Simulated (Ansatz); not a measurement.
# WC (Qusongite, P-6m2): Grüneisen parameters

Does WC (Qusongite, P-6m2) expand much on heating, by its phonons?

Program: Ansatz 0.2.0. Level of theory: DFT PBEsol, scalar-relativistic, plane waves, PAW. Results are calculated unless marked as measured.

### 1. The structure

The structure is hexagonal, space group P-6m2 (No. 187). Conventional cell: a = 2.898 Å, b = 2.898 Å, c = 2.827 Å, α = 90.00°, β = 90.00°, γ = 120.00°. W has 6 C at 2.19 Å nearest. C has 6 W at 2.19 Å nearest. Farther neighbours are not listed.

### 2. Phonons on a q mesh

The cell comes from relaxations at this level that are not shown. Stability and thermal properties need the whole zone. Linear response on a 3×3×4 q mesh gives force constants as far as a supercell of that size would.

input.yaml

```yaml
crystal:
  lattice:
    - [2.8984900685, 0.0, 0.0]
    - [-1.4492450342, 2.5101660319, 0.0]
    - [0.0, 0.0, 2.827286569]
  atoms:
    - { symbol: W, position: [0.0, 0.0, 0.0] }
    - { symbol: C, position: [0.6666666667, 0.3333333333, 0.5] }
kpoints:
  mp_grid: { grid: [15, 15, 16] }
hamiltonian:
  xc: pbesol
scf:
  occupations: { method: methfessel_paxton, width: 0.15 }
output:
  eigenvalues: true
phonons:
  method: dfpt
  qmesh: [3, 3, 4]
  temperatures: { t_max: 1000, t_step: 50 }
  qpath:
    path:
      - [[0.0, 0.0, 0.0], [0.5, 0.0, 0.0], [0.33333333, 0.33333333, 0.0], [0.0, 0.0, 0.0], [0.0, 0.0, 0.5], [0.5, 0.0, 0.5], [0.33333333, 0.33333333, 0.5], [0.0, 0.0, 0.5]]
      - [[0.5, 0.0, 0.5], [0.5, 0.0, 0.0]]
      - [[0.33333333, 0.33333333, 0.5], [0.33333333, 0.33333333, 0.0]]
    npoints: 10
```

On the command line:

```
$ ansatz run input.yaml --threads 4 --pin off --max-ram 7168MiB --backend cpu --events-out ev --progress --plain --runs-dir out
```

Numbers of over 12 decimals in the logs are rounded to 6 here.

What it wrote:

```text
Warning: phonons: the dynamical matrix that this run interpolates holds no multipole term above the dipole-dipole one, and a site of this crystal is no centre of inversion, so its interpolated transverse optical and acoustic branches and sound speeds can stay off near Gamma, and the density of states and the thermodynamics with them. What a run solves at a wave vector of phonons.qpoints, Gamma apart, where the deck admits one, is free of this, and under fd what a larger phonons.supercell samples
Engine: ansatz 0.2.0, aarch64-unknown-linux-gnu
Pseudopotentials: kind: paw
Pseudopotential: W, paw, valence charge 14, recommended cutoff 420 eV (normal), W.paw.azcp
Pseudopotential: C, paw, valence charge 4, recommended cutoff 420 eV (normal), C.paw.azcp
Functional definition: PBEsol
  exchange = pbesol_x
  correlation = pbesol_c
Crystal: 2 atoms, lattice volume = 20.570 Å³
Basis set: ecut = 420 eV, 405 PW (Γ), exchange–correlation on 40×40×40 points (8 copies of the dense FFT grid, shifted against one another)
Bands: 13, of which v1, the nominal top of the filled ones, is band 9 counted from 1 (8 counted from 0)
Symmetry: 12 space group operations
k-points: 243 of 3600 (time reversal used)
Non-local potential: W, projectors of the file, l = 0: 3, l = 1: 2, l = 2: 2, l = 3: 1
Non-local potential: C, projectors of the file, l = 0: 2, l = 1: 2, l = 2: 1
PAW form: soft (Blöchl's): semilocal exchange-correlation on the pseudo side does not see the compensation charge
PAW frozen core: W, regenerated for the run's functional, and the local potential with it (the file was generated under x = pbe(κ = 0.804, μ = 0.219515), c = pbe(β = 0.066725))
PAW frozen core: C, regenerated for the run's functional, and the local potential with it (the file was generated under x = pbe(κ = 0.804, μ = 0.219515), c = pbe(β = 0.066725))
PAW one-centre angular grid: W, 590 points (default); XC on 64 Gauss nodes
PAW one-centre angular grid: C, 110 points (default); XC on 64 Gauss nodes
Initial density: superposition of atomic densities (neutral atoms: chi_scale 0, normalization atom), corrected by the library's trained network
Initial wavefunctions: pseudopotential atomic-orbital guess
Functional: x = pbesol(κ = 0.804, μ = 0.123457), c = pbesol(β = 0.046)
SCF iter   1: F=—  HF=-10503.733716 eV  |F-HF|=—  |Δ(HF+E_count)|=         —  Δρ=1.22e-2  dr2=2.56e-2  ethr=1.77e-3  ⟨swp⟩=5.0  Hψ=15337  notcnv=0
preconditioner: auto → none  [metal: Δε(μ)=0.003 eV  Ē_g=10.161 eV  σ=0.150 eV  W_gap=0.02  n_scr=8 (ndim 8)  ℏωp=25.9 eV  f_vac=0.000  D(μ)=0.31/eV (n_scr^D=0)  sad-step TF]
SCF iter   2: F=—  HF=-10503.732113 eV  |F-HF|=—  |Δ(HF+E_count)|=   1.60e-3  S|Δr|=    0.00e0  Δρ=7.77e-3  dr2=1.21e-2  ethr=1.42e-4  ⟨swp⟩=1.0  Hψ=5103  notcnv=0
SCF iter   3: F=—  HF=-10503.729944 eV  |F-HF|=—  |Δ(HF+E_count)|=   2.17e-3  S|Δr|=    0.00e0  Δρ=8.55e-4  dr2=8.41e-5  ethr=6.73e-5  ⟨swp⟩=2.1  Hψ=4137  notcnv=0
SCF iter   4: F=—  HF=-10503.729912 eV  |F-HF|=—  |Δ(HF+E_count)|=   3.28e-5  S|Δr|=    0.00e0  Δρ=2.26e-4  dr2=4.52e-6  ethr=4.67e-7  ⟨swp⟩=2.1  Hψ=4999  notcnv=0
SCF iter   5: F=—  HF=-10503.729913 eV  |F-HF|=—  |Δ(HF+E_count)|=   1.21e-6  S|Δr|=    0.00e0  Δρ=4.71e-5  dr2=2.51e-7  ethr=2.51e-8  ⟨swp⟩=1.6  Hψ=3875  notcnv=0
SCF iter   6: F=—  HF=-10503.729912 eV  |F-HF|=—  |Δ(HF+E_count)|=   8.08e-7  S|Δr|=    0.00e0  Δρ=7.87e-6  dr2=1.06e-8  ethr=1.39e-9  ⟨swp⟩=2.6  Hψ=4870  notcnv=0
SCF iter   7: F=—  HF=-10503.729912 eV  |F-HF|=—  |Δ(HF+E_count)|=   3.14e-9  S|Δr|=    0.00e0  Δρ=9.23e-7  dr2=2.21e-10  ethr=5.87e-11  ⟨swp⟩=2.9  Hψ=5345  notcnv=0
SCF iter   8: F=-10503.729912 eV  HF=-10503.729912 eV  |F-HF|=1.82e-12  |Δ(HF+E_count)|=  8.55e-11  S|Δr|=    0.00e0  Δρ=8.08e-8  dr2=9.41e-13  ethr=1.00e-12  ⟨swp⟩=4.8  Hψ=15755  notcnv=0
SCF 1 converged in 8 iterations: F = -10503.729912 eV  dr2 = 9.41e-13
  greatest PAW one-centre occupation: 1.000 electrons in one spin orbital (limit 2), on the W atom at site 0 (counted from 0), in its partial waves of l = 0
Initial density: read from a saved state, or passed on in memory by an earlier SCF of this step, an earlier step, the calling program or the single point that the run made first
iter 1 solved again at ethr=6.50e-8 eV; its pass at ethr=3.10e-3 eV (dr2=1.17e-5 eV) is discarded
SCF iter   1: F=—  HF=-10503.729911 eV  |F-HF|=—  |Δ(HF+E_count)|=         —  Δρ=6.57e-7  dr2=8.13e-11  ethr=6.50e-8  ⟨swp⟩=3.1  Hψ=24523  notcnv=0
eigensolver tolerance schedule: the retry pair's looser diagonalisation over-reported the residual by 144072.97 of it (diagonalisation noise at an unbounded share of the residual, at the tolerance the schedule requests for it); recorded, not acted on — ethr = c·dr2/N_el stays at c = 1.0e-1
preconditioner: auto → none  [metal: Δε(μ)=0.041 eV  Ē_g=10.186 eV  σ=0.150 eV  W_gap=0.23  n_scr=8 (ndim 8)  ℏωp=25.9 eV  f_vac=0.000  D(μ)=0.30/eV (n_scr^D=0)]
SCF iter   2: F=—  HF=-10503.729912 eV  |F-HF|=—  |Δ(HF+E_count)|=   8.87e-7  S|Δr|=    0.00e0  Δρ=3.66e-7  dr2=2.50e-11  ethr=1.00e-12  ⟨swp⟩=3.9  Hψ=8066  notcnv=0
SCF iter   3: F=-10503.729912 eV  HF=-10503.729912 eV  |F-HF|=1.82e-12  |Δ(HF+E_count)|=  7.28e-12  S|Δr|=    0.00e0  Δρ=2.29e-7  dr2=9.36e-12  ethr=1.00e-12  ⟨swp⟩=3.5  Hψ=8450  notcnv=0
SCF 2 converged in 3 iterations: F = -10503.729912 eV  dr2 = 9.36e-12
phonons: the bands overlap, so this run is a metal and interpolates without the dipole-dipole term. If the crystal is really an insulator or semiconductor, its LO-TO splitting is missing
NSCF: frozen V_eff on 243 k-points
NSCF: frozen V_eff on 576 k-points
DFPT response loops at q = (0, 0, 0) (fractional): preconditioner auto → Kerker (q_TF=auto, 2.668 Å⁻¹) (partly filled bands, converged f_vac=0.000); β = 1.00, the filter's whole step (`scf.mixing.beta` (0.50) is not read by the response loops under this deck's `scf.mixing.preconditioner`; to damp them name `kerker` or `kerker_dos`, under which they read `scf.mixing.beta`, and type it under 1.00, their step now; both keys bind the ground state too); Broyden in place of MSR1
NSCF: frozen V_eff on 2048 k-points
DFPT response loops at q = (0, 0, 0.25) (fractional): mixed as the last ones told, above
NSCF: frozen V_eff on 1152 k-points
DFPT response loops at q = (0, 0, -0.5) (fractional): mixed as the last ones told, above
NSCF: frozen V_eff on 2160 k-points
DFPT response loops at q = (0, 0.333333, 0) (fractional): mixed as the last ones told, above
NSCF: frozen V_eff on 3840 k-points
DFPT response loops at q = (0, 0.333333, 0.25) (fractional): mixed as the last ones told, above
NSCF: frozen V_eff on 2160 k-points
DFPT response loops at q = (0, 0.333333, -0.5) (fractional): mixed as the last ones told, above
NSCF: frozen V_eff on 2160 k-points
DFPT response loops at q = (0.333333, 0.333333, 0) (fractional): mixed as the last ones told, above
NSCF: frozen V_eff on 3840 k-points
DFPT response loops at q = (0.333333, 0.333333, 0.25) (fractional): mixed as the last ones told, above
NSCF: frozen V_eff on 2160 k-points
DFPT response loops at q = (0.333333, 0.333333, -0.5) (fractional): mixed as the last ones told, above
SCF converged after 8 iterations
Stability not checked: this state was not tested for a lower state beside it, because cold or Methfessel-Paxton smearing, or corrected tetrahedra, fill the levels in a way that the test cannot read (fill_not_monotonic; see scf.lower_state_search)
Free energy (F): -10503.729912 eV
Harris-Foulkes:  -10503.729912 eV  (|F-HF|=1.82e-12)
Internal energy: -10503.729947 eV  (E = F + TS)
E sigma→0 (E₀):  -10503.729921 eV
Entropy (-TS):   0.000035 eV (0.018 meV/atom)
Fermi energy:    20.615786 eV
--- Per-component energies (eV) ---
  E_band       = -57.098337
  E_kinetic    = 542.306179
  E_local      = -660.747755  (includes V_loc(G=0)·N_el)
  E_nonlocal   = 28.158461
  E_hartree    = 233.399565
  E_xc         = -314.676618
  E_vxc        = -300.237611  (∫ρ·V_xc dr)
  E_paw        = -8530.886898  (= ΣΔE_a)
  E_vpaw       = -133.376665  (= ΣTr[D̂ρ^β])
  E_aug_tail   = -0.000064  (compensation charges beyond the density's cutoff)
  E_ewald      = -1801.525710
  E_core_change = 0.242893  (= ΣΔE_core)
  E_smearing   = 0.000035  (= −TS)
  E_closure    = 0.000000  (closes the sum)
  Σ components = -10503.729912   (vs F -10503.729912, Δ=0.00e0)
--- Band table (eV; the first three rows and the last of 243) ---
  k-point 0: bands = [... 5 lower, 16.2651, 17.2675, 17.2675, 20.7657, 23.9090, 23.9090, 26.3370, 26.3370]
  k-point 1: bands = [... 5 lower, 16.2237, 17.3117, 17.3117, 20.7454, 23.5533, 23.5533, 26.5574, 26.5574]
  k-point 2: bands = [... 5 lower, 16.0494, 17.4410, 17.4410, 20.7751, 22.8055, 22.8055, 26.8716, 26.8716]
  k-point 242: bands = [... 5 lower, 13.3312, 15.2127, 19.0663, 19.9881, 25.1049, 27.1532, 28.3520, 29.8422]
--- Phonons (Γ-DFPT): 4 representative perturbations + reference (Σ response iterations 12) ---
  ASR residual: 3.392e-5 → 0.000e0 eV/Å²; symmetrization residual: 1.413e-6 eV/Å²
  ASR residual per site (eV/Å²): 2.99e-5 3.39e-5
  Γ frequencies (cm⁻¹): 0.00 0.00 0.00 590.15 622.14 622.14
--- Phonons (arbitrary-q DFPT): 9 irreducible q on the 3×3×4 mesh ---
  q = [0.0000, 0.0000, 0.0000] (star 1, of the zone-centre solve; hermiticity 1.76e-7, symmetrization 3.32e-11): -0.00 -0.00 0.00 590.15 622.14 622.14
  q = [0.0000, 0.0000, 0.2500] (star 2, 4 solved perturbations in 2912 linear systems a pass and spin channel, the states on 1024 of 3600 k-point pairs; hermiticity 1.86e-7, symmetrization 4.20e-10): 124.47 124.47 209.66 583.25 583.25 711.23
  q = [0.0000, 0.0000, -0.5000] (star 1, 4 solved perturbations in 1638 linear systems a pass and spin channel, the states on 576 of 3600 k-point pairs; hermiticity 2.08e-9, symmetrization 1.71e-9): 178.61 178.61 288.19 549.84 549.84 759.64
  q = [0.0000, 0.3333, 0.0000] (star 6, 6 solved perturbations on 1080 of 3600 k-point pairs; hermiticity 1.84e-7, symmetrization 2.03e-8): 149.29 165.89 239.18 610.03 635.70 688.08
  q = [0.0000, 0.3333, 0.2500] (star 12, 6 solved perturbations on 1920 of 3600 k-point pairs; hermiticity 1.77e-7, symmetrization 9.33e-8): 180.45 205.96 242.76 609.79 638.01 700.61
  q = [0.0000, 0.3333, -0.5000] (star 6, 6 solved perturbations on 1080 of 3600 k-point pairs; hermiticity 1.83e-7, symmetrization 2.02e-8): 206.74 222.40 257.82 615.57 646.34 714.12
  q = [0.3333, 0.3333, 0.0000] (star 2, 4 solved perturbations in 2988 linear systems a pass and spin channel, the states on 1080 of 3600 k-point pairs; hermiticity 3.98e-5, symmetrization 1.14e-5): 200.45 222.39 243.38 615.31 654.19 678.55
  q = [0.3333, 0.3333, 0.2500] (star 4, 4 solved perturbations in 5312 linear systems a pass and spin channel, the states on 1920 of 3600 k-point pairs; hermiticity 1.06e-5, symmetrization 2.78e-6): 222.06 227.44 230.94 655.44 657.98 660.09
  q = [0.3333, 0.3333, -0.5000] (star 2, 4 solved perturbations in 2988 linear systems a pass and spin channel, the states on 1080 of 3600 k-point pairs; hermiticity 2.04e-5, symmetrization 1.02e-5): 219.36 219.69 247.10 662.30 666.21 687.01
  sum rule: each row above includes the acoustic sum rule's correction from the zone centre's row sums; it moved no ω² by more than (0.88 cm⁻¹)²
  mesh force constants: q→R imaginary residual 0.00e0; ASR residual 3.392e-5 → 0.000e0 eV/Å²; symmetrization residual 2.842e-14 eV/Å²
  interpolated dispersion: 93 rows × 6 modes
  density of states and harmonic sums: on the 24×24×24 q-mesh, interpolated from the force constants of a 3×3×4 supercell (no non-analytic term)
  largest difference from the sums on the solved wave vectors: F 1.64e-2 eV, S 2.35e-5 and C_V 7.16e-6 eV/K
  zero-point energy: 0.158912 eV/cell   skipped modes (ω ≤ 0): 3   left out of the sums: 3.62e-5 of the cell's modes: C_V's classical limit lies that fraction below 3 k_B per atom; for a crystal, a wire or a layer, F and S can be off by more, and a phonons.interpolated_qmesh denser along its periods is the remedy for the sampling
```

The job ended after 11 min (4 threads of Arm Neoverse N1, shared host; peak memory 1.6 GiB).

Reading the cycles: dr2 is the Hartree energy of the density residual (eV), the measure of convergence; HF is the Harris–Foulkes estimate of the energy, which meets the free energy F at convergence.

Numbers from this step:

```
volume per atom                                            : 10.29 Å³
gap on the k-mesh                                          : 0 eV
sum-rule residual before enforcement                       : 3.39e-5 eV/Å²
lowest frequency on the path                               : 0 cm⁻¹
point group                                                : -6m2
highest frequency on the path or at a solved wavevector    : 759.6 cm⁻¹
mean frequency                                             : 427.3 cm⁻¹
Debye temperature (second moment)                          : 897 K
logarithmic mean frequency                                 : 360.3 cm⁻¹
highest optical mode at the zone centre (no LO-TO term)    : 622.1 cm⁻¹
lowest optical zone-centre mode                            : 590.1 cm⁻¹
lowest mode on the q mesh (acoustic modes at Γ apart)      : 124.5 cm⁻¹
zero-point energy per atom                                 : 79.46 meV
heat capacity at 300 K                                     : 17.38 J/(mol atoms K)
vibrational entropy at 300 K                               : 15.88 J/(mol atoms K)
edges of the widest gap between branches, on path and mesh : 288.2, 549.8 cm⁻¹
```

Frequencies (cm⁻¹) solved at each irreducible wavevector; negative means imaginary. Frequencies by wavevector, by row:

```tsv
q in reciprocal lattice units	star	mode 1	mode 2	mode 3	mode 4	mode 5	mode 6
0 0 0	1	0	0	0	590.1	622.1	622.1
0 0 0.25	2	124.5	124.5	209.7	583.2	583.2	711.2
0 0 -0.5	1	178.6	178.6	288.2	549.8	549.8	759.6
0 0.3333 0	6	149.3	165.9	239.2	610	635.7	688.1
0 0.3333 0.25	12	180.4	206	242.8	609.8	638	700.6
0 0.3333 -0.5	6	206.7	222.4	257.8	615.6	646.3	714.1
0.3333 0.3333 0	2	200.4	222.4	243.4	615.3	654.2	678.5
0.3333 0.3333 0.25	4	222.1	227.4	230.9	655.4	658	660.1
0.3333 0.3333 -0.5	2	219.4	219.7	247.1	662.3	666.2	687
```

Symmetry leaves 9 wavevectors to solve. The lowest mode among them, the acoustic zeros apart, lies at q = (0, 0, 0.25) and is real, 124 cm⁻¹.

### 3. Relaxing at another volume, volume ratio 0.97

The volume is scaled by 0.97 and held, while shape and atoms relax as far as symmetry allows. The modes can then be followed against volume.

input.yaml, the sections that differ from step 2:

```yaml
crystal:
  lattice:
    - [2.8692103892, 0.0, 0.0]
    - [-1.4346051946, 2.4848090858, 0.0]
    - [0.0, 0.0, 2.7987261662]
  atoms:
    - { symbol: W, position: [0.0, 0.0, 0.0] }
    - { symbol: C, position: [0.6666666667, 0.3333333333, 0.5] }
output:
  forces: true
  stress: true
  eigenvalues: true
relax:
  adjacent_minimum: "off"
  f_tol: 0.001
  max_steps: 60
  cell: { stress_tol: 0.01, fix: [volume] }
# kpoints, hamiltonian, scf: as in step 2
# phonons: removed
```

What it wrote:

```text
[...]
Crystal: 2 atoms, lattice volume = 19.953 Å³
Basis set: ecut = 420 eV, 405 PW (Γ), exchange–correlation on 40×40×40 points (8 copies of the dense FFT grid, shifted against one another)
Bands: 13, of which v1, the nominal top of the filled ones, is band 9 counted from 1 (8 counted from 0)
Symmetry: 12 space group operations
[...]
k-points: 243 of 3600 (time reversal used)
[...]
--- Relaxed structure (4 steps of the walk, 3 accepted, 1 SCFs on fresh bases) ---
  F+E_penalty+E_count = -10503.70512957 eV   max|allowed force component| = 2.868e-16 eV/Å   (the final SCF, on the basis selected at the relaxed cell)
  cell:  # Å, volume = 19.9534 Å³
    - [2.866722, 0, 0.0]
    - [-1.433361, 2.482654, 0.0]
    - [0.0, 0.0, 2.803587]
  atoms:
    - { symbol: W, position: [-3.700743415524894e-17, 0, 0.0] }
    - { symbol: C, position: [0.666667, 0.333333, 0.5] }
[key lines of the parts left out:]
SCF converged after 5 iterations
Free energy (F): -10503.705130 eV
Fermi energy:    21.350132 eV
P = ⅓ Tr σ = 13.2073 GPa (132.073 kbar)
```

Elapsed: 29 s, on 4 threads; peak memory 0.4 GiB.

Relaxation path:

```tsv
step	energy less that of the first step (eV)	largest force component (eV/Å)	pressure (GPa)	volume (Å³)
1	0.0000	0.0000	13.33	19.95
2	0.0006	0.0000	13.00	19.95
3	-0.0002	0.0000	13.21	19.95
4	-0.0002	0.0000	13.21	19.95
5*	-0.0002	0.0000	13.21	19.95
```

Relaxation steps marked * repeat the geometry before them on a plane-wave basis chosen anew for their cell, so energy and pressure can jump there. Relaxation step 2 was tried and not accepted.

The run keeps the 12 symmetry operations that it works with, so distortions that break them were not tested.

```tsv
conventional cell, symmetrised	before	after	change
a (Å)	2.869	2.867	-0.1 %
b (Å)	2.869	2.867	-0.1 %
c (Å)	2.799	2.804	+0.2 %
volume (Å³/atom)	9.98	9.98	+0.0 %
```

The relaxed structure:

```
W C
1.0
     2.86672    0.00000    0.00000
    -1.43336    2.48265    0.00000
     0.00000    0.00000    2.80359
W C
1 1
Direct
  0.00000 0.00000 0.00000
  0.66667 0.33333 0.50000
```

Numbers from this step:

* pressure: 13.21 GPa
* volume per atom: 9.977 Å³

The cell grew by 0.0 % in volume.

(Continued in part 2 of 2.)

[Logs are printed without paths, hosts, clocks, repeated set-up lines and the standing remarks that a program may print on its own settings, such as how far it seeks lower states.]

[Hosts, paths, dates, database ids (printed as entryN), source tags and the programs' standing remarks are cut or masked in the printed files.]
